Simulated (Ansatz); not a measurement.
**(MgO)1(LiF)2 [001] superlattice, started as rocksalt type: from the cell to its phonons**

Aim: the vibrations of (MgO)1(LiF)2 [001] superlattice, started as rocksalt type, their spectra, and whether the structure is stable.

Calculated with Ansatz 0.2.0; DFT PBE, scalar-relativistic, plane waves, PAW.

Most raw output is cut from this account.

The structure was built from a prototype and need not be the compound's stable phase.

**1. Starting point**

The structure is tetragonal, space group I4/mmm (No. 139). Conventional cell: a = 2.892 Å, b = 2.892 Å, c = 12.270 Å, α = 90.00°, β = 90.00°, γ = 90.00°. Nearest to F lie 1 Mg at 2.04 Å and 5 Li at 2.04 to 2.05 Å. Nearest to Li lie 1 O at 2.04 Å and 5 F at 2.04 to 2.05 Å. Nearest to Mg lie 2 F at 2.04 Å and 4 O at 2.04 Å. Nearest to O lie 2 Li at 2.04 Å and 4 Mg at 2.04 Å. Farther neighbours and most contacts between anions are not listed.

**2. Rough relaxation**

A rough relaxation comes first, because large forces or stress need no tight tolerances yet.

Input file input.yaml:

```yaml
crystal:
  lattice:
    - [2.045, 2.045, 0.0]
    - [-2.045, 2.045, 0.0]
    - [2.045, 0.0, 6.135]
  atoms:
    - { symbol: F, position: [0.833333, 0.166667, 0.333333] }
    - { symbol: F, position: [0.166667, 0.833333, 0.666667] }
    - { symbol: Li, position: [0.333333, 0.666667, 0.333333] }
    - { symbol: Li, position: [0.666667, 0.333333, 0.666667] }
    - { symbol: Mg, position: [0.0, 0.0, 0.0] }
    - { symbol: O, position: [0.5, 0.5, 0.0] }
kpoints:
  mp_grid: { grid: [8, 8, 8] }
hamiltonian:
  xc: pbe
scf:
  occupations: { method: gaussian, width: 0.1 }
output:
  forces: true
  stress: true
  eigenvalues: true
relax:
  adjacent_minimum: "off"
  f_tol: 0.05
  max_steps: 80
  cell: { stress_tol: 0.5 }
```

On the command line:

```sh
ansatz run input.yaml --threads 8 --pin off --max-ram 14336MiB --backend cpu --events-out ev --progress --plain --runs-dir out
```

The job ended after 4.3 s (8 threads of Arm Neoverse V2, shared host; peak memory 0.43 GiB).

Step by step:

```
step  energy less that of the first step (eV)  largest force component (eV/Å)  pressure (GPa)  volume (Å³)
   1                                   0.0000                          0.6448            5.14        51.31
   2                                  -0.0413                          0.3129            3.14        52.04
   3                                  -0.0560                          0.0550            0.41        53.19
   4                                  -0.0563                          0.0384            0.04        53.36
  5*                                  -0.0665                          0.0384            0.43        53.36
   6                                  -0.0666                          0.0019            0.04        53.55
  7*                                  -0.0673                          0.0019            0.05        53.55
```

Relaxation steps marked * repeat the geometry before them on a plane-wave basis chosen anew for their cell, so energy and pressure can jump there.

Forces are held to the 16 operations that the run works with; a distortion that breaks them can't arise in this run.

```
conventional cell, symmetrised  before   after  change
                         a (Å)   2.892   2.933  +1.4 %
                         b (Å)   2.892   2.933  +1.4 %
                         c (Å)  12.270  12.445  +1.4 %
              volume (Å³/atom)    8.55    8.92  +4.4 %
```

The atoms that moved most (Å, as changes of fractional coordinates times the final cell):

```
atom     dx     dy      dz  length
  F2  0.000  0.000  -0.050   0.050
  F1  0.000  0.000   0.050   0.050
 Li4  0.000  0.000   0.012   0.012
 Li3  0.000  0.000  -0.012   0.012
```

Final coordinates:

```cif
data_structure
_symmetry_space_group_name_H-M 'P 1'
_symmetry_Int_Tables_number 1
_cell_length_a 2.9335
_cell_length_b 2.9335
_cell_length_c 6.5591
_cell_angle_alpha 102.922
_cell_angle_beta 77.078
_cell_angle_gamma 90.000
_cell_volume 53.55
loop_
_atom_site_label
_atom_site_type_symbol
_atom_site_fract_x
_atom_site_fract_y
_atom_site_fract_z
_atom_site_occupancy
F1 F 0.82932 0.17068 0.34136 1
F2 F 0.17068 0.82932 0.65864 1
Li3 Li 0.33429 0.66571 0.33142 1
Li4 Li 0.66571 0.33429 0.66858 1
Mg5 Mg 0.00000 0.00000 0.00000 1
O6 O 0.50000 0.50000 0.00000 1
```

Numbers from this step:

```yaml
pressure: 0.05435 GPa
gap_on_the_k_mesh: 5.496 eV
volume_per_atom: 8.925 Å³
direct_gap_on_mesh: 5.496 eV
```

In this step the volume went from 8.55 to 8.92 Å³/atom.

**3. Relaxation**

The cell and atoms are relaxed, since residual forces and stress would shift the frequencies.

Input file input.yaml:

```yaml
crystal:
  lattice:
    - [2.0742943591, 2.0742943591, 0.0]
    - [-2.0742943591, 2.0742943591, 0.0]
    - [2.0742943591, 0.0, 6.2225022646]
  atoms:
    - { symbol: F, position: [0.8293222645, 0.1706777355, 0.341355471] }
    - { symbol: F, position: [0.1706777355, 0.8293222645, 0.658644529] }
    - { symbol: Li, position: [0.3342901944, 0.6657098056, 0.3314196113] }
    - { symbol: Li, position: [0.6657098056, 0.3342901944, 0.6685803887] }
    - { symbol: Mg, position: [0.0, 0.0, 0.0] }
    - { symbol: O, position: [0.5, 0.5, 0.0] }
kpoints:
  mp_grid: { grid: [8, 8, 8] }
hamiltonian:
  xc: pbe
scf:
  occupations: { method: gaussian, width: 0.02 }
output:
  forces: true
  stress: true
  eigenvalues: true
relax:
  adjacent_minimum: "off"
  f_tol: 0.005
  max_steps: 80
  cell: { stress_tol: 0.05 }
```

Wall time 2.3 s (8 threads); peak memory 0.43 GiB.

Little changed from the start: no atom moved by 0.005 Å and no cell edge by 0.1 %.

Numbers from this step:

```yaml
pressure: -0.01740 GPa
gap_on_the_k_mesh: 5.489 eV
volume_per_atom: 8.932 Å³
direct_gap_on_mesh: 5.489 eV
```

In this step the volume went from 8.92 to 8.93 Å³/atom.

**4. Tight relaxation**

Phonons need a cell at rest on their own settings, so the relaxation is repeated with tight tolerances on forces and stress on the k mesh and occupations of the first response run.

Input file input.yaml:

```yaml
crystal:
  lattice:
    - [2.0742020896, 2.0742020896, 0.0]
    - [-2.0742020896, 2.0742020896, 0.0]
    - [2.0742020896, 0.0, 6.2283657235]
  atoms:
    - { symbol: F, position: [0.8293391684, 0.1706608316, 0.3413216632] }
    - { symbol: F, position: [0.1706608316, 0.8293391684, 0.6586783368] }
    - { symbol: Li, position: [0.33427319, 0.66572681, 0.3314536201] }
    - { symbol: Li, position: [0.66572681, 0.33427319, 0.6685463799] }
    - { symbol: Mg, position: [0.0, 0.0, 0.0] }
    - { symbol: O, position: [0.5, 0.5, 0.0] }
kpoints:
  mp_grid: { grid: [8, 8, 8] }
hamiltonian:
  xc: pbe
scf:
  occupations: { method: fixed }
output:
  forces: true
  stress: true
  eigenvalues: true
relax:
  adjacent_minimum: "off"
  f_tol: 0.001
  max_steps: 60
  cell: { stress_tol: 0.01 }
```

It took 5.1 s on 8 threads; peak memory 0.44 GiB.

Little changed from the start: no atom moved by 0.005 Å and no cell edge by 0.1 %.

This step gave:

* pressure: 7.03e-4 GPa
* gap on the k-mesh: 5.490 eV
* volume per atom: 8.931 Å³
* direct gap on mesh: 5.490 eV

The largest force component left is 0.087 meV/Å and the pressure is 0.001 GPa, within the tolerances set. The cell now holds 8.93 Å³/atom.

**5. Zone-centre response**

The zone centre is the only wavevector solved here; it holds the modes that light can see, as far as symmetry allows. The response to a homogeneous field gives the Born charges and the dielectric tensor, and its change with displacement the Raman tensors.

Input file input.yaml:

```yaml
crystal:
  lattice:
    - [2.0738246248, 2.0738246248, 0.0]
    - [-2.0738246248, 2.0738246248, 0.0]
    - [2.0738246248, 0.0, 6.2298209184]
  atoms:
    - { symbol: F, position: [0.8293572495, 0.1706427505, 0.341285501] }
    - { symbol: F, position: [0.1706427505, 0.8293572495, 0.658714499] }
    - { symbol: Li, position: [0.3342811519, 0.6657188481, 0.3314376963] }
    - { symbol: Li, position: [0.6657188481, 0.3342811519, 0.6685623037] }
    - { symbol: Mg, position: [0.0, 0.0, 0.0] }
    - { symbol: O, position: [0.5, 0.5, 0.0] }
kpoints:
  mp_grid: { grid: [8, 8, 8] }
hamiltonian:
  xc: pbe
scf:
  occupations: { method: fixed }
output:
  eigenvalues: true
phonons:
  method: dfpt
  dielectric: true
  rigid_motions: translations
  raman: true
```

Elapsed: 3.3 min, on 8 threads; peak memory 2.4 GiB; 25 min of CPU time.

Numbers from this step:

| Property | Result |
| --- | --- |
| sum-rule residual before enforcement | 0.006472 eV/Å² |
| miss of the charge sum rule | 0.001890 e |
| estimated error of the dielectric tensor | 0.005738 |
| estimated error of the Born charges | 0.01112 e |
| point group | 4/mmm |
| highest optical mode at the zone centre (no LO-TO term) | 504.1 cm⁻¹ |
| lowest optical zone-centre mode | 207.1 cm⁻¹ |
| mean high-frequency dielectric constant | 2.437 |
| largest Born charge (third of the trace) | 1.898 e |
| mean static dielectric constant | 11.53 |
| top of the zone-centre spectrum with the field | 672.2 cm⁻¹ |

Without the LO-TO term. Patterns of degenerate modes are one choice out of their space. Modes at Γ, with each element's share of the kinetic energy:

```
mode  frequency (cm⁻¹)  symmetry  F %  Li %  Mg %  O %
   1               0.0  acoustic   41    15    26   17
   2               0.0  acoustic   41    15    26   17
   3               0.0  acoustic   41    15    26   17
   4             207.1        Eu   57     4    29   10
   5             207.1        Eu   57     4    29   10
   6             217.5        Eg   99     1     0    0
   7             217.5        Eg   99     1     0    0
   8             261.4        Eu    1    81    13    5
   9             261.4        Eu    1    81    13    5
  10             273.2        Eg    1    99     0    0
  11             273.2        Eg    1    99     0    0
  12             278.8       A2u   47    15    38    0
  13             309.0       A1g   73    27     0    0
  14             336.6       A2u    4    50     8   37
  15             449.1        Eu    0     0    32   68
  16             449.1        Eu    0     0    32   68
  17             501.1       A2u    8    19    27   45
  18             504.1       A1g   27    73     0    0
```

Displacements in mode 5 (207.1 cm⁻¹), the largest set to 1:
```
F1  -1.00  0.08  0.00
F2  -1.00  0.08  0.00
Li3  0.44 -0.04  0.00
Li4  0.44 -0.04  0.00
Mg5  0.89 -0.07  0.00
O6   0.64 -0.05  0.00
```

Displacements in mode 10 (273.2 cm⁻¹), the largest set to 1:
```
F1   0.06  0.00  0.00
F2  -0.06  0.00  0.00
Li3 -1.00  0.01  0.00
Li4  1.00 -0.01  0.00
Mg5  0.00  0.00  0.00
O6   0.00  0.00  0.00
```

Optical modes at the zone centre, without and with the macroscopic field of the longitudinal modes; each column is sorted by frequency, so a row need not hold one and the same mode. Modes with and without the field, by row:

```
rank among optical modes  no field (cm⁻¹)  q along (1, 0, 0) (cm⁻¹)  q along (0, 0, 1) (cm⁻¹)
                       1            207.1                     207.1                     207.1
                       2            207.1                     217.5                     207.1
                       3            217.5                     217.5                     217.5
                       4            217.5                     228.6                     217.5
                       5            261.4                     261.4                     261.4
                       6            261.4                     273.2                     261.4
                       7            273.2                     273.2                     273.2
                       8            273.2                     278.8                     273.2
                       9            278.8                       309                       309
                      10              309                     336.6                     320.4
                      11            336.6                     347.6                     449.1
                      12            449.1                     449.1                     449.1
                      13            449.1                     501.1                     500.9
                      14            501.1                     504.1                     504.1
                      15            504.1                     672.2                     623.7
```

Born charge (rows field, columns displacement) (e), principal values of the symmetric part by kind of site:

```
atom  atoms with these values    low  middle   high   mean
  F1                        2  -1.28   -1.08  -1.08  -1.15
 Li3                        2   1.04    1.04   1.14   1.07
 Mg5                        1   1.66    2.02   2.02   1.90
  O6                        1  -1.95   -1.95  -1.37  -1.75
```

In full for Li3:

```
1.04 0.00 0.00
0.00 1.04 0.00
0.00 0.00 1.14
```

High-frequency dielectric tensor:

```
2.47 0.00 0.00
0.00 2.47 0.00
0.00 0.00 2.37
```

Static dielectric tensor (ions relaxed, fixed cell):

```
11.93  0.00  0.00
 0.00 11.93  0.00
 0.00  0.00 10.73
```

Transverse modes. Lines of the infrared spectrum (strongest = 100):

```
position (cm⁻¹)  label  relative intensity
            207     Eu                  52
            218     Eg                 0.0
            261     Eu                  67
            273     Eg                 0.0
            279    A2u                  73
            309    A1g                 0.0
            337    A2u                  28
            449     Eu                 100
            501    A2u                 0.0
            504    A1g                 0.0
```

Activity x (w_L - w)^4 (n + 1)/w, 532 nm, 300 K; modes without the macroscopic field alone. Lines of the Raman spectrum (strongest = 100):

```
position (cm⁻¹)  label  relative intensity
            207     Eu                 0.0
            218     Eg                 6.5
            261     Eu                 0.0
            273     Eg                 2.2
            279    A2u                 0.0
            309    A1g                 100
            337    A2u                 0.0
            449     Eu                 0.0
            501    A2u                 0.0
            504    A1g                  10
```

Before it was imposed, the acoustic sum rule was missed by 0.0065 eV/Å² and the charge sum rule by 0.0019 e. Small misses are needed for a sound result but don't prove that mesh and cutoff are converged. The lowest optical mode is real, 207 cm⁻¹.

**6. Isotope substitution, element Li, natural mass 6.94 amu**

An isotope changes the mass and not the force constants, so no new electronic calculation is needed; the shifts show which modes move this element.

The same force constants with the mass of Li changed from 6.940 to 6.015 u (phonopy, no LO-TO term). Both lists are sorted by frequency; levels can cross, so a row need not hold one and the same mode. Modes under 3 cm⁻¹ are left out. Isotope shifts, by row:

```
    q  rank  natural mass (cm⁻¹)  changed mass (cm⁻¹)
0 0 0     4                207.1                207.6
0 0 0     5                207.1                207.6
0 0 0     6                217.5                217.6
0 0 0     7                217.5                217.6
0 0 0     8                261.4                277.3
0 0 0     9                261.4                277.3
0 0 0    10                273.2                281.3
0 0 0    11                273.2                293.3
0 0 0    12                278.8                293.3
0 0 0    13                  309                314.4
0 0 0    14                336.6                349.1
0 0 0    15                449.1                449.1
0 0 0    16                449.1                449.1
0 0 0    17                501.1                509.1
0 0 0    18                504.1                532.2
```

A mode of this element alone would shift by +7.41 %. The highest zone-centre frequency without the field goes from 504.1 to 532.2 cm⁻¹ (+5.6 %). The product of the frequency ratios over all optical modes at Γ is 1.490; the product rule, (m/m′)^(3k/2) (M′/M)^(3/2) with k = 2 such atoms and M the mass of the cell, gives 1.490.

**7. Another isotope, element Mg, natural mass 24.305 amu**

The same for Mg, from 24.30 to 25.98 u.

A mode of this element alone would shift by -3.28 %. The highest zone-centre frequency without the field goes from 504.1 to 504.1 cm⁻¹ (+0.0 %). The product of the frequency ratios over all optical modes at Γ is 0.929; the product rule, (m/m′)^(3k/2) (M′/M)^(3/2) with k = 1 such atoms and M the mass of the cell, gives 0.930.

**8. Isotope substitution, element O, natural mass 15.999 amu**

The same for O, from 16.00 to 18.00 u.

A mode of this element alone would shift by -5.72 %. The highest zone-centre frequency without the field goes from 504.1 to 504.1 cm⁻¹ (+0.0 %). The product of the frequency ratios over all optical modes at Γ is 0.865; the product rule, (m/m′)^(3k/2) (M′/M)^(3/2) with k = 1 such atoms and M the mass of the cell, gives 0.865.

**9. Results**

```yaml
space_group_after_relaxation_within_0p01_a: I4/mmm
volume_per_atom: 8.93 Å³
gap_on_the_k_mesh: 5.49 eV
highest_optical_mode_at_the_zone_centre_no_lo_to_term: 504 cm⁻¹
top_of_the_zone_centre_spectrum_with_the_field: 672 cm⁻¹
lowest_optical_zone_centre_mode: 207 cm⁻¹
mean_high_frequency_dielectric_constant: 2.44
mean_static_dielectric_constant: 11.5
largest_born_charge_third_of_the_trace: 1.90 e
imaginary_modes_at_gamma_the_only_wavevector_solved: none
```

**Reading.** The structure is stable against zone-centre distortions, since no mode there is imaginary; runs at other wavevectors are not part of this account. Without the field, the optical modes at Γ span 207 to 504 cm⁻¹. The dispersion is not part of this account. The highest mode in this list at Γ, 504.1 cm⁻¹, is mostly motion of Li (73 % of the kinetic energy). With the macroscopic field of the longitudinal modes the top of the zone-centre spectrum lies at 672 cm⁻¹, against 504 cm⁻¹ without it. Lattice motion raises the mean dielectric constant from 2.437 to 11.53. The strongest infrared line is at 449 cm⁻¹. Averaged over orientations, the strongest Raman line at 532 nm and 300 K is at 309 cm⁻¹. The starting cell was built on a prototype and not taken from a measurement, so the phase need not exist. These are harmonic frequencies at zero temperature: anharmonic shifts, linewidths and thermal expansion are left out.

[Logs are printed without paths, hosts, clocks, repeated set-up lines and the standing remarks that a program may print on its own settings, such as how far it seeks lower states.]

[Hosts, paths, dates, database ids (printed as entryN), source tags and the programs' standing remarks are cut or masked in the printed files.]
